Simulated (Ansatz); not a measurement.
# (BP)2(GaN)1 [001] superlattice, started as zinc blende: from the cell to its phonons

Aim: the vibrations of (BP)2(GaN)1 [001] superlattice, started as zinc blende, their spectra, and whether the structure is stable.

Main program and level: Ansatz 0.2.0; DFT LDA, scalar-relativistic, plane waves, PAW.

The structure was built from a prototype and need not be the compound's stable phase.

**1. The structure**

It takes space group Imm2 (No. 44, orthorhombic). Conventional cell: a = 3.201 Å, b = 3.201 Å, c = 13.580 Å, α = 90.00°, β = 90.00°, γ = 90.00°. Nearest to B lie 2 P at 1.96 Å and 2 N at 1.96 Å. Nearest to B lie 4 P at 1.96 Å. Nearest to Ga lie 2 N at 1.96 Å and 2 P at 1.96 Å. Nearest to N lie 2 Ga at 1.96 Å and 2 B at 1.96 Å. Nearest to P lie 4 B at 1.96 Å. P has 2 B at 1.96 Å and 2 Ga at 1.96 Å nearest. Farther neighbours and most contacts between anions are not listed.

**2. Rough relaxation**

The start is far from rest, so a relaxation with loose tolerances brings it close first.

input.yaml reads:

```yaml
crystal:
  lattice:
    - [2.26333, 2.26333, 0.0]
    - [-2.26333, 2.26333, 0.0]
    - [2.26333, 0.0, 6.79]
  atoms:
    - { symbol: B, position: [0.0, 0.0, 0.0] }
    - { symbol: B, position: [0.333333, 0.666667, 0.333333] }
    - { symbol: Ga, position: [0.666667, 0.333333, 0.666667] }
    - { symbol: "N", position: [0.083333, 0.416667, 0.833333] }
    - { symbol: P, position: [0.416667, 0.083333, 0.166667] }
    - { symbol: P, position: [0.75, 0.75, 0.5] }
kpoints:
  mp_grid: { grid: [6, 6, 6] }
hamiltonian:
  xc: lda
scf:
  occupations: { method: gaussian, width: 0.1 }
output:
  forces: true
  stress: true
  eigenvalues: true
relax:
  adjacent_minimum: "off"
  f_tol: 0.05
  max_steps: 80
  cell: { stress_tol: 0.5 }
```

On the command line:

```sh
$ ansatz run input.yaml --threads 8 --pin off --max-ram 14336MiB --backend cpu --events-out ev --progress --plain --runs-dir out
```

Numbers of over 12 decimals in the logs are rounded to 6 here.

The log of the run:

```text
[...]
- [2.280672, 2.280672, 0]
    - [-2.172836, 2.172836, 0]
    - [2.226754, 0.053918, 6.872720]
  atoms:
    - { symbol: B, position: [0.00590975, -0.00590975, -0.011819] }
    - { symbol: B, position: [0.342629, 0.657371, 0.314742] }
    - { symbol: Ga, position: [0.643836, 0.356164, 0.712327] }
    - { symbol: N, position: [0.065453, 0.434547, 0.869093] }
    - { symbol: P, position: [0.426228, 0.073772, 0.147543] }
    - { symbol: P, position: [0.765943, 0.734057, 0.468114] }
[key lines of the parts left out:]
SCF converged after 6 iterations
Free energy (F): -5833.632282 eV
Fermi energy:    11.440498 eV
P = ⅓ Tr σ = -0.0116 GPa (-0.116 kbar)
```

Run time: 7.8 s. Hardware: 8 threads of Arm Neoverse V2, shared host; peak memory 0.44 GiB; 54 s of CPU time.

The steps of the relaxation:

```csv
step,energy less that of the first step (eV),largest force component (eV/Å),pressure (GPa),volume (Å³)
1,0.0000,8.0504,9.75,69.57
2,-1.9548,1.8506,-1.82,70.22
3,-2.1925,0.5256,-2.14,69.27
4,-2.2177,0.1791,-1.01,68.69
5,-2.2259,0.1600,0.46,67.92
6,-2.2279,0.0472,0.00,68.12
7*,-2.2267,0.0470,-0.01,68.12
```

Relaxation steps marked * repeat the geometry before them on a plane-wave basis chosen anew for their cell, so energy and pressure can jump there.

The run keeps the 4 symmetry operations that it works with, so distortions that break them were not tested.

```
conventional cell, symmetrised  before   after  change
                         a (Å)   3.201   3.073  -4.0 %
                         b (Å)   3.201   3.225  +0.8 %
                         c (Å)  13.580  13.745  +1.2 %
              volume (Å³/atom)   11.59   11.35  -2.1 %
```

The atoms that moved most (Å, as changes of fractional coordinates times the final cell):

```
atom     dx     dy      dz  length
 Ga3  0.000  0.000   0.314   0.314
  N4  0.000  0.000   0.246   0.246
  P6  0.000  0.000  -0.219   0.219
  P5  0.000  0.000  -0.131   0.131
  B2  0.000  0.000  -0.128   0.128
  B1  0.000  0.000  -0.081   0.081
```

The relaxed structure:

```cif
data_structure
_symmetry_space_group_name_H-M 'P 1'
_symmetry_Int_Tables_number 1
_cell_length_a 3.2254
_cell_length_b 3.0729
_cell_length_c 7.2247
_cell_angle_alpha 102.279
_cell_angle_beta 77.102
_cell_angle_gamma 90.000
_cell_volume 68.12
loop_
_atom_site_label
_atom_site_type_symbol
_atom_site_fract_x
_atom_site_fract_y
_atom_site_fract_z
_atom_site_occupancy
B1 B 0.00591 0.99409 0.98818 1
B2 B 0.34263 0.65737 0.31474 1
Ga3 Ga 0.64384 0.35616 0.71233 1
N4 N 0.06545 0.43455 0.86909 1
P5 P 0.42623 0.07377 0.14754 1
P6 P 0.76594 0.73406 0.46811 1
```

Numbers from this step:

```
pressure          : -0.01161 GPa
volume per atom   : 11.35 Å³
gap on the k-mesh : 0 eV
```

In this step the volume went from 11.59 to 11.35 Å³/atom.

**3. Bringing the structure to rest**

Harmonic phonons are second derivatives at a point where the forces vanish, and they are wanted at zero stress, so atoms and cell are relaxed first.

input.yaml reads:

```yaml
crystal:
  lattice:
    - [2.2806715658, 2.2806715658, 0.0]
    - [-2.1728359229, 2.1728359229, 0.0]
    - [2.2267537444, 0.0539178215, 6.8727200867]
  atoms:
    - { symbol: B, position: [0.0059097492, -0.0059097492, -0.0118194983] }
    - { symbol: B, position: [0.3426289867, 0.6573710133, 0.3147420266] }
    - { symbol: Ga, position: [0.6438364536, 0.3561635464, 0.7123270928] }
    - { symbol: "N", position: [0.0654532766, 0.4345467234, 0.8690934469] }
    - { symbol: P, position: [0.4262283605, 0.0737716395, 0.147543279] }
    - { symbol: P, position: [0.7659431735, 0.7340568265, 0.4681136531] }
kpoints:
  mp_grid: { grid: [12, 12, 12] }
hamiltonian:
  xc: lda
scf:
  occupations: { method: gaussian, width: 0.1 }
output:
  forces: true
  stress: true
  eigenvalues: true
relax:
  adjacent_minimum: "off"
  f_tol: 0.005
  max_steps: 80
  cell: { stress_tol: 0.05 }
```

The log of the run:

```text
[...]
Crystal: 6 atoms, lattice volume = 68.116 Å³
Basis set: ecut = 420 eV, 1323 PW (Γ)
Bands: 23, of which v1, the nominal top of the filled ones, is band 17 counted from 1 (16 counted from 0)
Symmetry: 4 space group operations
[...]
k-points: 280 of 1728 (time reversal used)
[...]
- [2.267477, 2.267477, -1.6496158024589982e-11]
    - [-2.190545, 2.190545, 0]
    - [2.229011, 0.038466, 6.877002]
  atoms:
    - { symbol: B, position: [0.00634045, -0.00634045, -0.012681] }
    - { symbol: B, position: [0.342667, 0.657333, 0.314665] }
    - { symbol: Ga, position: [0.644829, 0.355171, 0.710341] }
    - { symbol: N, position: [0.065502, 0.434498, 0.868995] }
    - { symbol: P, position: [0.425843, 0.074157, 0.148315] }
    - { symbol: P, position: [0.764818, 0.735182, 0.470364] }
[key lines of the parts left out:]
SCF converged after 6 iterations
Free energy (F): -5833.636801 eV
Fermi energy:    11.236569 eV
P = ⅓ Tr σ = 0.0010 GPa (0.010 kbar)
```

Run time: 30 s. Hardware: 8 threads; peak memory 0.73 GiB.

The steps of the relaxation:

```csv
step,energy less that of the first step (eV),largest force component (eV/Å),pressure (GPa),volume (Å³)
1,0.0000,0.1946,0.17,68.12
2,-0.0034,0.1137,0.15,68.18
3,-0.0045,0.0416,0.11,68.28
4,-0.0045,0.0084,-0.03,68.33
5,-0.0045,0.0029,-0.01,68.32
6*,-0.0050,0.0030,0.00,68.32
```

Relaxation steps marked * repeat the geometry before them on a plane-wave basis chosen anew for their cell, so energy and pressure can jump there.

The run keeps the 4 symmetry operations that it works with, so distortions that break them were not tested.

```csv
"conventional cell, symmetrised",before,after,change
a (Å),3.073,3.098,+0.8 %
b (Å),3.225,3.207,-0.6 %
c (Å),13.745,13.754,+0.1 %
volume (Å³/atom),11.35,11.39,+0.3 %
```

The atoms that moved most (Å, as changes of fractional coordinates times the final cell):

```
atom     dx     dy      dz  length
  P6  0.000  0.000   0.015   0.015
 Ga3  0.000  0.000  -0.014   0.014
  B1  0.000  0.000  -0.006   0.006
  P5  0.000  0.000   0.005   0.005
```

The relaxed structure:

```cif
data_structure
_symmetry_space_group_name_H-M 'P 1'
_symmetry_Int_Tables_number 1
_cell_length_a 3.2067
_cell_length_b 3.0979
_cell_length_c 7.2293
_cell_angle_alpha 102.372
_cell_angle_beta 77.186
_cell_angle_gamma 90.000
_cell_volume 68.32
loop_
_atom_site_label
_atom_site_type_symbol
_atom_site_fract_x
_atom_site_fract_y
_atom_site_fract_z
_atom_site_occupancy
B1 B 0.00634 0.99366 0.98732 1
B2 B 0.34267 0.65733 0.31467 1
Ga3 Ga 0.64483 0.35517 0.71034 1
N4 N 0.06550 0.43450 0.86900 1
P5 P 0.42584 0.07416 0.14831 1
P6 P 0.76482 0.73518 0.47036 1
```

Numbers from this step:

```
pressure        : 0.001042 GPa
volume per atom : 11.39 Å³
```

In this step the volume went from 11.35 to 11.39 Å³/atom.

**4. Relaxing to small forces for the phonons**

Phonons need a cell at rest on their own settings, so the relaxation is repeated with tight tolerances on forces and stress on the k mesh and occupations of the first response run.

input.yaml reads:

```yaml
crystal:
  lattice:
    - [2.267476552, 2.267476552, 0.0]
    - [-2.1905452062, 2.1905452062, 0.0]
    - [2.2290108791, 0.038465673, 6.8770021082]
  atoms:
    - { symbol: B, position: [0.0063404522, -0.0063404522, -0.0126809044] }
    - { symbol: B, position: [0.3426674512, 0.6573325488, 0.3146650977] }
    - { symbol: Ga, position: [0.6448294268, 0.3551705732, 0.7103411465] }
    - { symbol: "N", position: [0.0655022863, 0.4344977137, 0.8689954274] }
    - { symbol: P, position: [0.4258426197, 0.0741573803, 0.1483147606] }
    - { symbol: P, position: [0.7648177638, 0.7351822362, 0.4703644724] }
kpoints:
  mp_grid: { grid: [12, 12, 12] }
hamiltonian:
  xc: lda
scf:
  occupations: { method: methfessel_paxton, width: 0.2 }
output:
  forces: true
  stress: true
  eigenvalues: true
relax:
  adjacent_minimum: "off"
  f_tol: 0.001
  max_steps: 60
  cell: { stress_tol: 0.01 }
```

The log of the run:

```text
[...]
Crystal: 6 atoms, lattice volume = 68.316 Å³
Basis set: ecut = 420 eV, 1331 PW (Γ)
Bands: 23, of which v1, the nominal top of the filled ones, is band 17 counted from 1 (16 counted from 0)
Symmetry: 4 space group operations
[...]
k-points: 280 of 1728 (time reversal used)
[...]
- [-2.193128, 2.193128, -1.594534897356974e-11]
    - [2.229770, 0.036642, 6.874429]
  atoms:
    - { symbol: B, position: [0.00636125, -0.00636125, -0.012723] }
    - { symbol: B, position: [0.342665, 0.657335, 0.314670] }
    - { symbol: Ga, position: [0.644960, 0.355040, 0.710080] }
    - { symbol: N, position: [0.065503, 0.434497, 0.868993] }
    - { symbol: P, position: [0.425787, 0.074213, 0.148426] }
    - { symbol: P, position: [0.764723, 0.735277, 0.470553] }
[key lines of the parts left out:]
SCF converged after 6 iterations
Free energy (F): -5833.635383 eV
Fermi energy:    11.220512 eV
P = ⅓ Tr σ = 0.0002 GPa (0.002 kbar)
```

Elapsed: 30 s, on 8 threads; peak memory 0.73 GiB; 3.8 min of CPU time.

Step by step:

| step | energy less that of the first step (eV) | largest force component (eV/Å) | pressure (GPa) | volume (Å³) |
| --- | --- | --- | --- | --- |
| 1 | 0.0000 | 0.0173 | 0.01 | 68.32 |
| 2 | 0.0000 | 0.0154 | 0.01 | 68.32 |
| 3 | 0.0000 | 0.0087 | 0.02 | 68.33 |
| 4 | 0.0000 | 0.0013 | 0.00 | 68.34 |
| 5 | 0.0000 | 0.0002 | 0.00 | 68.34 |
| 6* | -0.0001 | 0.0002 | 0.00 | 68.34 |

Relaxation steps marked * repeat the geometry before them on a plane-wave basis chosen anew for their cell, so energy and pressure can jump there.

The run keeps the 4 symmetry operations that it works with, so distortions that break them were not tested.

| conventional cell, symmetrised | before | after | change |
| --- | --- | --- | --- |
| a (Å) | 3.098 | 3.102 | +0.1 % |
| b (Å) | 3.207 | 3.205 | -0.0 % |
| c (Å) | 13.754 | 13.749 | -0.0 % |
| volume (Å³/atom) | 11.39 | 11.39 | +0.0 % |

Final coordinates:

```cif
data_structure
_symmetry_space_group_name_H-M 'P 1'
_symmetry_Int_Tables_number 1
_cell_length_a 3.2052
_cell_length_b 3.1016
_cell_length_c 7.2271
_cell_angle_alpha 102.391
_cell_angle_beta 77.188
_cell_angle_gamma 90.000
_cell_volume 68.34
loop_
_atom_site_label
_atom_site_type_symbol
_atom_site_fract_x
_atom_site_fract_y
_atom_site_fract_z
_atom_site_occupancy
B1 B 0.00636 0.99364 0.98728 1
B2 B 0.34267 0.65733 0.31467 1
Ga3 Ga 0.64496 0.35504 0.71008 1
N4 N 0.06550 0.43450 0.86899 1
P5 P 0.42579 0.07421 0.14843 1
P6 P 0.76472 0.73528 0.47055 1
```

Numbers from this step:

| Item | Value |
| --- | --- |
| pressure | 2.02e-4 GPa |

The largest force component left is 0.22 meV/Å and the pressure is 0.000 GPa, within the tolerances set. The cell now holds 11.39 Å³/atom.

[end of part 1 of 2]

[Logs are printed without paths, hosts, clocks, repeated set-up lines and the standing remarks that a program may print on its own settings, such as how far it seeks lower states.]

[Hosts, paths, dates, database ids (printed as entryN), source tags and the programs' standing remarks are cut or masked in the printed files.]
